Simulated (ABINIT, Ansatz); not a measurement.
# A GW chain in ABINIT: InSe (R3m)

How does a plane-wave GW calculation on InSe (R3m) run from the first input to the gap?

Method: LDA and many-body steps on it, plane waves, in ABINIT 10.8.3.

### 1. The structure

Symmetry: R3m, No. 160, trigonal system. Conventional cell: a = 4.000 Å, b = 4.000 Å, c = 24.950 Å, α = 90.00°, β = 90.00°, γ = 120.00°. Nearest to In lie 3 Se at 2.64 Å and 1 In at 2.80 Å. Se has 3 In at 2.64 Å nearest. Se has 3 In at 2.64 Å nearest. Farther neighbours and most contacts between anions are not listed.

The cell and positions come from the Crystallography Open Database and are kept as given unless a step says otherwise.

### 2. Ground state

This step: ABINIT 10.8.3; DFT, LDA, plane waves, norm-conserving pseudopotentials.

The ground-state density comes first.

Contents of run.abi:

```
acell 3*1.0 Angstrom
rprim 
  2.000000000018 1.154700538390 8.316666666700
  -2.000000000018 1.154700538390 8.316666666700
  -0.000000000000 -2.309401076779 8.316666666700
ntypat 2
znucl 49 34
natom 4
typat 1 1 2 2
xred 
  0.000000000000 0.000000000000 0.000000000000
  0.112200000000 0.112200000000 0.112200000000
  0.615500000000 0.615500000000 0.615500000000
  0.830000000000 0.830000000000 0.830000000000
pp_dirpath "pseudos"
pseudos "In.upf, Se.upf"
ecut 48
ngkpt 6 6 6
nshiftk 1
shiftk 0 0 0
kptopt 1
chksymbreak 0
nband 51
occopt 1
tolvrs 1e-08
nstep 60
prtwf 0
optforces 0
optstress 0
indata_prefix "in"
outdata_prefix "out"
tmpdata_prefix "tmp"
```

On the command line:

```bash
> OMP_NUM_THREADS=1 mpirun -n 16 abinit run.abi > log
```

Numbers of over 12 decimals in the logs are rounded to 6 here.

The program printed:

```text
.Version 10.8.3 of ABINIT. v10.8.2 released Aug 2026.

 Symmetries : space group R3 m (#160); Bravais hR (rhombohedral)
================================================================================
 Values of the parameters that define the memory need of the present run
     intxc =       0    ionmov =       0      iscf =       7    lmnmax =       6
     lnmax =       6     mgfft =     108  mpssoang =       3    mqgrid =    3001
     natom =       4  nloc_mem =       1    nspden =       1   nspinor =       1
    nsppol =       1      nsym =       6    n1xccc =    2501    ntypat =       2
    occopt =       1   xclevel =       1
-    mband =          51        mffmem =           1         mkmem =           2
       mpw =       12379          nfft =     1259712          nkpt =          32
================================================================================
  Rough estimation (10% accuracy) of disk space for files :
================================================================================

--------------------------------------------------------------------------------
------------- Echo of variables that govern the present computation ------------
--------------------------------------------------------------------------------
 -outvars: echo values of preprocessed input variables --------
            acell      1.8897261259E+00  1.8897261259E+00  1.8897261259E+00 Bohr

      chksymbreak           0
             ecut      4.80000000E+01 Hartree
-          fftalg         312

              ixc       -1012
              kpt      0.00000000E+00  0.00000000E+00  0.00000000E+00
                       1.66666667E-01  0.00000000E+00  0.00000000E+00
                       3.33333333E-01  0.00000000E+00  0.00000000E+00
                       5.00000000E-01  0.00000000E+00  0.00000000E+00
                       1.66666667E-01  1.66666667E-01  0.00000000E+00
                       3.33333333E-01  1.66666667E-01  0.00000000E+00
                       5.00000000E-01  1.66666667E-01  0.00000000E+00
                      -3.33333333E-01  1.66666667E-01  0.00000000E+00
                      -1.66666667E-01  1.66666667E-01  0.00000000E+00
   [... 21 further rows ...]
                      -3.33333333E-01  5.00000000E-01  3.33333333E-01
                       5.00000000E-01  5.00000000E-01  5.00000000E-01
         kptrlatt        6    0    0      0    6    0      0    0    6
          kptrlen      4.53534270E+01
P           mkmem           2
            natom           4
            nband          51
            ngfft         108     108     108
             nkpt          32
            nstep          60
             nsym           6
           ntypat           2
              occ      2.000000  2.000000  2.000000  2.000000  2.000000  2.000000
                       2.000000  2.000000  2.000000  2.000000  2.000000  2.000000
                       2.000000  2.000000  2.000000  2.000000  2.000000  2.000000
                       2.000000  2.000000  2.000000  2.000000  2.000000  2.000000
                       2.000000  2.000000  2.000000  2.000000  2.000000  2.000000
                       2.000000  2.000000  2.000000  2.000000  2.000000  2.000000
                       2.000000  2.000000  2.000000  2.000000  2.000000  2.000000
                       2.000000  2.000000  2.000000  0.000000  0.000000  0.000000
[...]
optforces           0
        optstress           0
            prtwf           0
            rprim      2.0000000000E+00  1.1547005384E+00  8.3166666667E+00
[...]
spgroup         160

           tolvrs      1.00000000E-08

             xred      0.0000000000E+00  0.0000000000E+00  0.0000000000E+00
[...]
znucl       49.00000   34.00000

================================================================================

 chkinp: Checking input parameters for consistency.

================================================================================
== DATASET  1 ==================================================================
-   mpi_nproc: 16, omp_nthreads: 1 (-1 if OMP is not activated)

--- !DatasetInfo
iteration_state: {dtset: 1, }
dimensions: {natom: 4, nkpt: 32, mband: 51, nsppol: 1, nspinor: 1, nspden: 1, mpw: 12379, }
cutoff_energies: {ecut:  48.0, pawecutdg:  -1.0, }
electrons: {nelect:   9.00000000E+01, charge:   0.00000000E+00, occopt:   1.00000000E+00, tsmear:   1.00000000E-02, }

 Real(R)+Recip(G) space primitive vectors, cartesian coordinates (Bohr,Bohr^-1):
 R(1)=  3.7794523  2.1820678 15.7162223  G(1)=  0.1322943  0.0763802  0.0212095
 R(2)= -3.7794523  2.1820678 15.7162223  G(2)= -0.1322943  0.0763802  0.0212095
 R(3)=  0.0000000 -4.3641355 15.7162223  G(3)=  0.0000000 -0.1527603  0.0212095
 Unit cell volume ucvol=  7.7767209E+02 bohr^3
 Angles (23,13,12)=  2.67959293E+01  2.67959293E+01  2.67959293E+01 degrees

 getcut: wavevector=  0.0000  0.0000  0.0000  ngfft= 108 108 108
         ecut(hartree)=     48.000   => boxcut(ratio)=   2.12315

--- Pseudopotential description ------------------------------------------------
- In Generated using ONCVPSP code by D. R. Hamann
- 49.00000  21.00000  180309                  znucl, zion, pspdat
12 -1012 2 -1 1894                            pspcod,pspxc,lmax,lloc,mmax
     nproj     2     2     2
  pspatm : epsatm=   33.93291270
         --- l  ekb(1:nproj) -->
[...]
pspatm: atomic psp has been read  and splines computed

- Se Generated using ONCVPSP code by D. R. Hamann
- 34.00000  24.00000  180309                  znucl, zion, pspdat
12 -1012 2 -1 1198                            pspcod,pspxc,lmax,lloc,mmax
     nproj     2     2     2
  pspatm : epsatm=   25.89836092
         --- l  ekb(1:nproj) -->
[...]
pspatm: atomic psp has been read  and splines computed

   1.07696293E+04                                ecore*ucvol(ha*bohr**3)
--------------------------------------------------------------------------------

_setup2: Arith. and geom. avg. npw (full set) are   12352.477   12352.471

================================================================================

--- !BeginCycle
iteration_state: {dtset: 1, }
solver: {iscf: 7, nstep: 60, nline: 4, wfoptalg: 0, }
tolerances: {tolvrs: 1.00E-08, }

     iter   Etot(hartree)      deltaE(h)  residm     vres2
 ETOT  1  -1076.6531813822    -1.077E+03 1.630E+00 5.481E+03
 ETOT  2  -1081.6880451307    -5.035E+00 2.753E-02 2.440E+03
 ETOT  3  -1081.7277497937    -3.970E-02 5.278E-03 3.767E+02
 ETOT  4  -1081.7305069829    -2.757E-03 1.573E-03 1.295E+02
 ETOT  5  -1081.7322409754    -1.734E-03 4.318E-04 1.977E+01
 ETOT  6  -1081.7324194832    -1.785E-04 5.917E-04 1.113E+00
 ETOT  7  -1081.7324392965    -1.981E-05 1.294E-04 5.410E-02
 ETOT  8  -1081.7324394781    -1.816E-07 1.973E-04 1.923E-02
 ETOT  9  -1081.7324395822    -1.041E-07 7.827E-05 1.873E-03
 ETOT 10  -1081.7324396017    -1.944E-08 9.824E-05 6.995E-05
 ETOT 11  -1081.7324396021    -4.209E-10 5.855E-05 3.188E-05
 ETOT 12  -1081.7324396022    -1.244E-10 7.126E-05 1.486E-06
 ETOT 13  -1081.7324396021     6.798E-11 3.770E-05 1.583E-07
 ETOT 14  -1081.7324396022    -1.614E-11 4.477E-05 3.839E-08
 ETOT 15  -1081.7324396022     4.547E-12 2.189E-05 2.780E-09

 At SCF step   15       vres2   =  2.78E-09 < tolvrs=  1.00E-08 =>converged.

--- !ResultsGS
iteration_state: {dtset: 1, }
comment   : Summary of ground state results
lattice_vectors:
- [  3.7794523,   2.1820678,  15.7162223, ]
- [ -3.7794523,   2.1820678,  15.7162223, ]
- [ -0.0000000,  -4.3641355,  15.7162223, ]
lattice_lengths: [  16.31090,   16.31090,   16.31090, ]
lattice_angles: [ 26.796,  26.796,  26.796, ] # degrees, (23, 13, 12)
lattice_volume:   7.7767209E+02
convergence: {deltae:  4.547E-12, res2:  2.780E-09, residm:  2.189E-05, diffor:  0.000E+00, }
etotal    :  -1.08173244E+03
entropy   :   0.00000000E+00
fermie    :   1.72809504E-01
cartesian_stress_tensor: null
pressure_GPa: null
xred      :
- [  0.0000E+00,   0.0000E+00,   0.0000E+00, In]
- [  1.1220E-01,   1.1220E-01,   1.1220E-01, In]
- [  6.1550E-01,   6.1550E-01,   6.1550E-01, Se]
- [  8.3000E-01,   8.3000E-01,   8.3000E-01, Se]
cartesian_forces: null
force_length_stats: {min: null, max: null, mean: null, }

 Integrated electronic density in atomic spheres:
 ------------------------------------------------
 Atom  Sphere_radius  Integrated_density
[...]
================================================================================

 ----iterations are completed or convergence reached----

 Mean square residual over all n,k,spin=   45.835E-09; max=  21.894E-06
 reduced coordinates (array xred) for    4 atoms
       0.000000000000      0.000000000000      0.000000000000
       0.112200000000      0.112200000000      0.112200000000
       0.615500000000      0.615500000000      0.615500000000
       0.830000000000      0.830000000000      0.830000000000
 rms dE/dt=  0.0000E+00; max dE/dt=  0.0000E+00; dE/dt below (all hartree)
    1       0.000000000000      0.000000000000      0.000000000000
    2       0.000000000000      0.000000000000      0.000000000000
    3       0.000000000000      0.000000000000      0.000000000000
    4       0.000000000000      0.000000000000      0.000000000000

 cartesian coordinates (angstrom) at end:
    1      0.000000     0.000000     0.000000
    2      0.000000     1.1e-13     2.799390
    3      0.000000     6.2e-13    15.356725
    4      0.000000     8.3e-13    20.708500
 length scales=  1.889726125908  1.889726125908  1.889726125908 bohr
              =  1.000000000000  1.000000000000  1.000000000000 angstroms
 prteigrs : about to open file out_EIG
 Fermi (or HOMO) energy (hartree) =   0.17281   Average Vxc (hartree)=  -0.36367
 Eigenvalues (hartree) for nkpt=  32  k points:
 kpt#   1, nband= 51, wtk=  0.00463, kpt=  0.0000  0.0000  0.0000 (reduced coord)
  -7.43173   -7.43164   -5.22863   -5.22863   -5.22857   -5.22857   -5.22746   -5.22732
  -4.05785   -4.05776   -2.53640   -2.53640   -2.53630   -2.53630   -2.53558   -2.53473
  -1.58002   -1.58002   -1.57998   -1.57998   -1.57886   -1.57886   -1.57875   -1.57875
  -1.57844   -1.57831   -0.37042   -0.36342   -0.36342   -0.36034   -0.36034   -0.35977
  -0.35977   -0.35353   -0.35342   -0.35342   -0.33025   -0.31282   -0.06543    0.04313
   0.11153    0.12319    0.12319    0.12811    0.12811    0.23288    0.24272    0.32954
   0.32954    0.35628    0.36965
 prteigrs : prtvol=0 or 1, do not print more k-points.

--- !EnergyTerms
iteration_state     : {dtset: 1, }
comment             : Components of total free energy in Hartree
kinetic             :  4.26911401966480E+02
hartree             :  4.34761332697809E+02
xc                  : -1.20425184771754E+02
Ewald energy        : -4.76499768222429E+02
psp_core            :  1.38485480183438E+01
local_psp           : -1.14954423031476E+03
non_local_psp       : -2.10784538975848E+02
total_energy        : -1.08173243960216E+03
total_energy_eV     : -2.94354392288217E+04
band_energy         : -1.78376111910284E+02

== END DATASET(S) ==============================================================
================================================================================

 -outvars: echo values of variables after computation  --------
           etotal     -1.0817324396E+03
            nband          51
             nkpt          32
          spgroup         160
 [... the other variables as echoed above ...]

 Calculation completed.
```

The job ended after 3.9 min (16 MPI ranks of Arm Neoverse V1, shared host; peak memory 6.5 GiB).

This step gave:

- total energy: -29435.4392 eV
- gap: 0.1810 eV
- k of the valence top: 0.5, 0.5, 0.5
- k of the conduction bottom: 0.5, 0.5, 0.5
- least direct gap: 0.1810 eV

The gap is direct, at (0.500, 0.500, 0.500).

(Continued in part 2 of 3.)

[Paths, hosts, dates, memory and timing lines, banners, echoed tables and standing remarks are left out of the program output.]

[Logs are printed without paths, hosts, clocks, repeated set-up lines and the standing remarks that a program may print on its own settings, such as how far it seeks lower states.]

[Runs of the session that timed out or met a known fault of the program may be left out.]

[Hosts, paths, dates, database ids (printed as entryN), source tags and the programs' standing remarks are cut or masked in the printed files.]

[G0W0 gaps are taken among the corrected bands and points alone; a level outside them can change the order at an edge.]

[Where Ansatz stands beside ABINIT at settings called matched, ABINIT's density can come from a denser mesh and the files from another edition; pairs whose starting gaps differed by over 0.03 eV were left out, so agreement reads better than it is.]
